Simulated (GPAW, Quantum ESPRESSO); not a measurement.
# Core-hole calculation of the Al K edge in Al2Ru (I4/mmm), part 3 of 4

Do two independent programs agree on the Al K edge of Al2Ru (I4/mmm)? The same cell and functional are run with XSpectra and with GPAW.

Quantum ESPRESSO 7.5 and GPAW 26.7.0; core-hole supercells, plane-wave PAW LDA.

So far. Step 7 (Spectrum with XCH, Al atom 2 (Quantum ESPRESSO)): The total-energy difference is 1563.51 eV. One term is added: -13.88 eV, since the hole is spin-paired here and a spin-polarised one costs that much less in the free atom (computed apart). The photon energy is then 1549.63 eV. The tabulated edge of the element is 1559 eV. The functional leaves an error in such absolute values: in the free atom LDA prices this hole 7.2 eV below PBE (computed apart), and PBE is itself good to a few eV.

## (9) The field without a hole (GPAW)

Level of this step: plane-wave PAW DFT, LDA, self-consistent field (GPAW).

The second program starts from its own ground state, on the same cell and functional.

Input file scf.py:

```python
import numpy as np
from ase import Atoms
from ase.parallel import parprint, paropen
from gpaw import GPAW, PW, FermiDirac, Mixer, MixerDif, setup_paths
from gpaw.test import gen
setup_paths.insert(0, '.')
gen('Al', name='nch1s', xcname='LDA', corehole=(1, 0, 0), write_xml=True)
from gpaw.mpi import world
world.barrier()

atoms = Atoms('RuAl2',
    cell=[[-1.56042162, 1.56042162, 4.22180559],
     [1.56042162, -1.56042162, 4.22180559],
     [1.56042162, 1.56042162, -4.22180559]],
    scaled_positions=[[0, 0, 0],
     [0.34079781, 0.34079781, 0],
     [0.65920219, 0.65920219, 0]],
    pbc=True)
atoms.calc = calc = GPAW(legacy_gpaw=True, mode=PW(500), xc='LDA', setups={1: 'nch1s'},
    kpts={'size': (11, 11, 11), 'gamma': True}, occupations=FermiDirac(0.05),
    charge=0, mixer=Mixer(0.1, 5, 50), maxiter=150,
    convergence={'density': 0.0001}, txt='scf.txt')
energy = atoms.get_potential_energy() + calc.get_reference_energy()
ef = calc.get_fermi_level()
out = dict(energy=energy, fermi=ef, forces=atoms.get_forces().tolist())
parprint(f'all-electron energy {energy:.4f} eV, Fermi level {ef:.4f} eV')
ev = np.array([[calc.get_eigenvalues(k, s) for k in range(len(calc.get_ibz_k_points()))] for s in range(calc.get_number_of_spins())])
out['homo'], out['lumo'], out['counts'] = ev[ev < ef].max(), ev[ev > ef].min(), sorted(set((ev < ef).sum((0, 2)).tolist()))
out['filled'] = (ev[:, 0] < ef).sum(1).tolist()
import json
with paropen('out.json', 'w') as f:
    json.dump(out, f)
```

Started as:

```
$ OMP_NUM_THREADS=1 mpirun -n 4 gpaw python scf.py
```

Numbers of over 12 decimals in the logs are rounded to 6 here.

Output:

```text
Input parameters:
  convergence: {density: 0.0001}
  kpts: {gamma: True,
         size: (11, 11, 11)}
  maxiter: 150
  mixer: {backend: pulay,
          beta: 0.1,
          method: separate,
          nmaxold: 5,
          weight: 50}
  mode: {ecut: 500.0,
         name: pw}
  occupations: {fixmagmom: False,
                name: fermi-dirac,
                width: 0.05}
  setups: {1: nch1s}

Initialize ...

[...]
3s(2) :    -0.287726     1.053448
*s    :     0.712274
3p(1) :    -0.102289     0.999482
*p    :     0.897711
*d    :     0.000000
--------------------------------

Diagonalizing with gridspacing h=0.050

state   all-electron     PAW
-------------------------------
3s:      -0.287726    -0.287811
3p:      -0.102289    -0.102345
*d:                    0.027274
*f:                    0.064816
-------------------------------
all-electron energy -136301.5366 eV, Fermi level 9.8648 eV
[key lines of the parts left out:]
Converged after 12 iterations.
Dipole moment: (0.000000, -0.000000, -0.000000) |e|*Ang
Free energy:    -21.280240
Fermi level: 9.86476
```

It took 14 s on 4 MPI ranks of Arm Neoverse V2, shared host; peak memory 0.2 GiB.

The mesh shows no gap, so the system is treated as a metal and the core electron is put at the Fermi level (neutral cell).

## (10) Spectrum without a core hole, Al atom 2 (GPAW)

Without a hole the spectrum is the empty density of states of the right symmetry on the absorber, weighted by matrix elements. It needs only the small cell and serves as the baseline. The data set with a hole of occupation 0 only carries the core orbital.

Input file xas.py:

```python
import numpy as np
from ase import Atoms
from ase.parallel import parprint, paropen
from gpaw import GPAW, PW, FermiDirac, Mixer, MixerDif, setup_paths
from gpaw.test import gen
setup_paths.insert(0, '.')
gen('Al', name='nch1s', xcname='LDA', corehole=(1, 0, 0), write_xml=True)
from gpaw.mpi import world
world.barrier()

atoms = Atoms('RuAl2',
    cell=[[-1.56042162, 1.56042162, 4.22180559],
     [1.56042162, -1.56042162, 4.22180559],
     [1.56042162, 1.56042162, -4.22180559]],
    scaled_positions=[[0, 0, 0],
     [0.34079781, 0.34079781, 0],
     [0.65920219, 0.65920219, 0]],
    pbc=True)
atoms.calc = calc = GPAW(legacy_gpaw=True, mode=PW(500), xc='LDA', setups={1: 'nch1s'},
    kpts={'size': (15, 15, 15), 'gamma': True}, occupations=FermiDirac(0.1),
    charge=0, mixer=Mixer(0.1, 5, 50), maxiter=150,
    convergence={'density': 0.0001}, txt='scf.txt')
energy = atoms.get_potential_energy() + calc.get_reference_energy()
ef = calc.get_fermi_level()
out = dict(energy=energy, fermi=ef, forces=atoms.get_forces().tolist())
parprint(f'all-electron energy {energy:.4f} eV, Fermi level {ef:.4f} eV')
ev = np.array([[calc.get_eigenvalues(k, s) for k in range(len(calc.get_ibz_k_points()))] for s in range(calc.get_number_of_spins())])
out['homo'], out['lumo'], out['counts'] = ev[ev < ef].max(), ev[ev > ef].min(), sorted(set((ev < ef).sum((0, 2)).tolist()))
out['filled'] = (ev[:, 0] < ef).sum(1).tolist()

from ase.units import Ha
from gpaw.xas import dipole_matrix_elements
nb = int(calc.get_number_of_electrons() / 2) + 33
top = nb
nscf = calc.fixed_density(kpts={'size': (9, 9, 9), 'gamma': True},
    convergence={'eigenstates': 1.0}, txt='nscf.txt')
nscf.diagonalize_full_hamiltonian(nbands=nb)
cell = atoms.cell.array
ops = [cell.T @ U.T @ np.linalg.inv(cell.T) for U in nscf.wfs.kd.symmetry.op_scc]
E = np.arange(-25, 34, 0.1)
fwhm = np.interp(E, [4, 25], [0.9, 3.5])
Y, X, zero, highest = 0, 0, 1e9, 1e9
for spin in range(nscf.get_number_of_spins()):
    wfs = nscf.wfs
    A = dipole_matrix_elements(wfs.setups[1])
    eps = np.zeros((wfs.kd.nibzkpts, nb))
    d = np.zeros((3, A.shape[1], wfs.kd.nibzkpts, nb), complex)
    for kpt in wfs.kpt_u:
        if kpt.s == spin and 1 in kpt.P_ani:
            eps[kpt.k] = kpt.eps_n * Ha
            d[:, :, kpt.k] = (kpt.weight * wfs.nspins / 2) ** 0.5 * np.inner(A, kpt.P_ani[1])
    world.sum(eps)
    world.sum(d)
    T = np.einsum('amkn,bmkn->abkn', d, d.conj()).real
    T = sum(np.einsum('ai,ijkn,bj->abkn', R, T, R) for R in ops) / len(ops)
    empty = eps > ef
    zero, highest = min(zero, eps[empty].min()), min(highest, eps[:, top - 1].min())
    lines = [(eps, T, empty)] if spin == 0 else lines + [(eps, T, empty)]
for eps, T, empty in lines:
    f = np.einsum('aakn->akn', T).reshape(3, -1)
    x = eps.ravel() - zero
    w = np.interp(x, E, fwhm) / 2.35482
    g = np.exp(-0.5 * ((E[:, None] - x) / w) ** 2) / (w * (2 * np.pi) ** 0.5)
    Y = Y + (f * empty.ravel()) @ g.T
    X = X + (f * ~empty.ravel()) @ g.T
out.update(E=E.round(2).tolist(), xas=Y.tolist(), xes=X.tolist(), zero=zero, valid=highest - zero, nk=len(eps), nb=nb)
for i in range(0, len(E), 10):
    parprint(f'{E[i]:7.2f}', *(f'{v:10.3e}' for v in Y[:, i]))
import json
with paropen('out.json', 'w') as f:
    json.dump(out, f)
```

Started as:

```
$ OMP_NUM_THREADS=1 mpirun -n 4 gpaw python xas.py
```

Output:

```text
Input parameters:
  convergence: {density: 0.0001}
  kpts: {gamma: True,
         size: (15, 15, 15)}
  maxiter: 150
  mixer: {backend: pulay,
          beta: 0.1,
          method: separate,
          nmaxold: 5,
          weight: 50}
  mode: {ecut: 500.0,
         name: pw}
  occupations: {fixmagmom: False,
                name: fermi-dirac,
                width: 0.1}
  setups: {1: nch1s}

Initialize ...

[...]
*p    :     0.897711
*d    :     0.000000
--------------------------------

Diagonalizing with gridspacing h=0.050

state   all-electron     PAW
-------------------------------
3s:      -0.287726    -0.287811
3p:      -0.102289    -0.102345
*d:                    0.027274
*f:                    0.064816
-------------------------------
all-electron energy -136301.5351 eV, Fermi level 9.8199 eV
[...]
32.00  6.548e-06  6.548e-06  5.847e-06
  33.00  7.145e-06  7.145e-06  6.727e-06
[key lines of the parts left out:]
Converged after 12 iterations.
Dipole moment: (0.000000, -0.000000, -0.000000) |e|*Ang
Free energy:    -21.284966
Fermi level: 9.81993
```

It took 82 s on 4 MPI ranks; peak memory 0.39 GiB; 5.5 min of CPU time.

The Al K spectrum, Al atom 2, no core hole (energy from the lowest empty level; intensity scaled to a mean of 1 over the first 20 eV; polarised curves are means over the symmetry-equivalent atoms):

| E (eV) | isotropic | ε ⊥ c | ε ∥ c |
| --- | --- | --- | --- |
| -2.0 | 0.00 | 0.00 | 0.00 |
| -1.5 | 0.00 | 0.00 | 0.00 |
| -1.0 | 0.00 | 0.00 | 0.00 |
| -0.5 | 0.03 | 0.03 | 0.01 |
| 0.0 | 0.16 | 0.21 | 0.05 |
| 0.5 | 0.32 | 0.41 | 0.14 |
| 1.0 | 0.33 | 0.40 | 0.19 |
| 1.5 | 0.30 | 0.33 | 0.23 |
| 2.0 | 0.42 | 0.45 | 0.37 |
| 2.5 | 0.58 | 0.62 | 0.49 |
| 3.0 | 0.76 | 0.85 | 0.58 |
| 3.5 | 0.85 | 0.96 | 0.62 |
| 4.0 | 0.83 | 0.90 | 0.67 |
| 4.5 | 0.90 | 0.96 | 0.77 |
| 5.0 | 0.95 | 0.96 | 0.93 |
| 5.5 | 0.95 | 0.93 | 1.01 |
| 6.0 | 1.01 | 0.98 | 1.08 |
| 6.5 | 1.06 | 1.05 | 1.08 |
| 7.0 | 1.02 | 1.03 | 0.99 |
| 7.5 | 0.89 | 0.91 | 0.85 |
| 8.0 | 0.93 | 0.95 | 0.89 |
| 8.5 | 1.12 | 1.08 | 1.19 |
| 9.0 | 1.31 | 1.17 | 1.58 |
| 9.5 | 1.44 | 1.26 | 1.81 |
| 10.0 | 1.44 | 1.30 | 1.73 |
| 10.5 | 1.34 | 1.27 | 1.48 |
| 11.0 | 1.26 | 1.26 | 1.26 |
| 11.5 | 1.26 | 1.32 | 1.15 |
| 12.0 | 1.31 | 1.41 | 1.11 |
| 12.5 | 1.33 | 1.44 | 1.12 |
| 13.0 | 1.29 | 1.38 | 1.12 |
| 13.5 | 1.21 | 1.27 | 1.10 |
| 14.0 | 1.16 | 1.20 | 1.08 |
| 14.5 | 1.16 | 1.19 | 1.08 |
| 15.0 | 1.18 | 1.23 | 1.09 |
| 15.5 | 1.20 | 1.25 | 1.10 |
| 16.0 | 1.19 | 1.24 | 1.08 |
| 16.5 | 1.14 | 1.18 | 1.05 |
| 17.0 | 1.08 | 1.10 | 1.03 |
| 17.5 | 1.02 | 1.01 | 1.03 |
| 18.0 | 0.98 | 0.93 | 1.07 |
| 18.5 | 0.96 | 0.87 | 1.12 |
| 19.0 | 0.95 | 0.84 | 1.17 |
| 19.5 | 0.94 | 0.83 | 1.17 |
| 20.0 | 0.92 | 0.81 | 1.15 |
| 20.5 | 0.89 | 0.78 | 1.10 |
| 21.0 | 0.86 | 0.75 | 1.07 |
| 21.5 | 0.83 | 0.73 | 1.05 |
| 22.0 | 0.83 | 0.71 | 1.06 |
| 22.5 | 0.83 | 0.71 | 1.07 |
| 23.0 | 0.83 | 0.72 | 1.06 |
| 23.5 | 0.84 | 0.75 | 1.04 |
| 24.0 | 0.85 | 0.78 | 1.00 |
| 24.5 | 0.86 | 0.82 | 0.93 |
| 25.0 | 0.86 | 0.86 | 0.86 |
| 25.5 | 0.86 | 0.90 | 0.79 |
| 26.0 | 0.85 | 0.92 | 0.72 |
| 26.5 | 0.84 | 0.92 | 0.66 |
| 27.0 | 0.81 | 0.91 | 0.62 |
| 27.5 | 0.79 | 0.89 | 0.59 |
| 28.0 | 0.76 | 0.86 | 0.56 |
| 28.5 | 0.74 | 0.84 | 0.55 |
| 29.0 | 0.73 | 0.82 | 0.55 |
| 29.5 | 0.72 | 0.80 | 0.56 |
| 30.0 | 0.73 | 0.80 | 0.58 |
| 30.5 | 0.74 | 0.80 | 0.61 |
| 31.0 | 0.76 | 0.81 | 0.66 |
| 31.5 | 0.79 | 0.83 | 0.71 |
| 32.0 | 0.83 | 0.86 | 0.77 |

Main maxima below 24 eV (height): 0.8 eV (0.35), 3.5 eV (0.85), 6.6 eV (1.07), 9.7 eV (1.46), 12.4 eV (1.34) and 15.6 eV (1.20). 

The same matrix elements for filled bands give the Al K emission of Al atom 2 (ground-state approximation; energy from the lowest empty level, largest value 1):

| E (eV) | emission |
| --- | --- |
| -24.00 | 0.00 |
| -23.25 | 0.00 |
| -22.50 | 0.00 |
| -21.75 | 0.00 |
| -21.00 | 0.00 |
| -20.25 | 0.00 |
| -19.50 | 0.00 |
| -18.75 | 0.00 |
| -18.00 | 0.00 |
| -17.25 | 0.00 |
| -16.50 | 0.00 |
| -15.75 | 0.00 |
| -15.00 | 0.00 |
| -14.25 | 0.00 |
| -13.50 | 0.00 |
| -12.75 | 0.00 |
| -12.00 | 0.00 |
| -11.25 | 0.00 |
| -10.50 | 0.01 |
| -9.75 | 0.03 |
| -9.00 | 0.08 |
| -8.25 | 0.12 |
| -7.50 | 0.21 |
| -6.75 | 0.28 |
| -6.00 | 0.40 |
| -5.25 | 0.53 |
| -4.50 | 0.81 |
| -3.75 | 0.73 |
| -3.00 | 0.84 |
| -2.25 | 0.97 |
| -1.50 | 0.69 |
| -0.75 | 0.55 |
| 0.00 | 0.13 |
| 0.75 | 0.00 |
| 1.50 | 0.00 |
| 2.25 | 0.00 |
| 3.00 | 0.00 |

Emission maxima: -4.4 eV (0.83) and -2.4 eV (1.00).

## (11) Reference energy of the supercell (GPAW)

Total energies of two programs can't be mixed, so the cell and mesh of GPAW's hole run get a reference energy of their own.

scf.py: that of step 9 with these lines changed.

```diff
@@ -10,12 +10,24 @@
 
-atoms = Atoms('RuAl2',
-    cell=[[-1.56042162, 1.56042162, 4.22180559],
-     [1.56042162, -1.56042162, 4.22180559],
-     [1.56042162, 1.56042162, -4.22180559]],
+atoms = Atoms('Ru5Al10',
+    cell=[[1.56042162, 4.68126486, -4.22180559],
+     [4.68126486, -1.56042162, -4.22180559],
+     [-1.56042162, -4.68126486, -4.22180559]],
     scaled_positions=[[0, 0, 0],
-     [0.34079781, 0.34079781, 0],
-     [0.65920219, 0.65920219, 0]],
+     [0.2, 0.4, 0.4],
+     [0.6, 0.2, 0.2],
+     [0.4, 0.8, 0.8],
+     [0.8, 0.6, 0.6],
+     [0.65920219, 0, 0.65920219],
+     [0.85920219, 0.4, 0.05920219],
+     [0.25920219, 0.2, 0.85920219],
+     [0.05920219, 0.8, 0.45920219],
+     [0.45920219, 0.6, 0.25920219],
+     [0.34079781, 0, 0.34079781],
+     [0.54079781, 0.4, 0.74079781],
+     [0.94079781, 0.2, 0.54079781],
+     [0.74079781, 0.8, 0.14079781],
+     [0.14079781, 0.6, 0.94079781]],
     pbc=True)
-atoms.calc = calc = GPAW(legacy_gpaw=True, mode=PW(500), xc='LDA', setups={1: 'nch1s'},
-    kpts={'size': (11, 11, 11), 'gamma': True}, occupations=FermiDirac(0.05),
+atoms.calc = calc = GPAW(legacy_gpaw=True, mode=PW(500), xc='LDA', setups={5: 'nch1s'},
+    kpts={'size': (4, 4, 4), 'gamma': True}, occupations=FermiDirac(0.1),
     charge=0, mixer=Mixer(0.1, 5, 50), maxiter=150,
```

Started as:

```
$ OMP_NUM_THREADS=1 mpirun -n 4 gpaw python scf.py
```

Output:

```text
Input parameters:
  convergence: {density: 0.0001}
  kpts: {gamma: True,
         size: (4, 4, 4)}
  maxiter: 150
  mixer: {backend: pulay,
          beta: 0.1,
          method: separate,
          nmaxold: 5,
          weight: 50}
  mode: {ecut: 500.0,
         name: pw}
  occupations: {fixmagmom: False,
                name: fermi-dirac,
                width: 0.1}
  setups: {5: nch1s}

Initialize ...

[...]
3s(2) :    -0.287726     1.053448
*s    :     0.712274
3p(1) :    -0.102289     0.999482
*p    :     0.897711
*d    :     0.000000
--------------------------------

Diagonalizing with gridspacing h=0.050

state   all-electron     PAW
-------------------------------
3s:      -0.287726    -0.287811
3p:      -0.102289    -0.102345
*d:                    0.027274
*f:                    0.064816
-------------------------------
all-electron energy -681507.6871 eV, Fermi level 9.8443 eV
[key lines of the parts left out:]
Converged after 17 iterations.
Dipole moment: (0.000000, -0.000000, 0.000001) |e|*Ang
Free energy:   -106.434677
Fermi level: 9.84427
```

Elapsed: 48 s, on 4 MPI ranks; peak memory 0.33 GiB; 3.2 min of CPU time.

Reference energy: -681507.687 eV with the cores included.

[end of part 3 of 4]

[Banner, clock and machine lines of the logs are left out without a mark of their own.]

[Logs are printed without paths, hosts, clocks, repeated set-up lines and the standing remarks that a program may print on its own settings, such as how far it seeks lower states.]

[Hosts, paths, dates, database ids (printed as entryN), source tags and the programs' standing remarks are cut or masked in the printed files.]

[Lists of maxima count a maximum above −3 eV only where it reaches 4 % of the highest in the window and stands out from its surroundings by 2 % of it (1.5 % where it reaches 55 %); shoulders and weaker maxima are passed over, and of the rest the first, up to two pre-edge ones and the few strongest are named.]
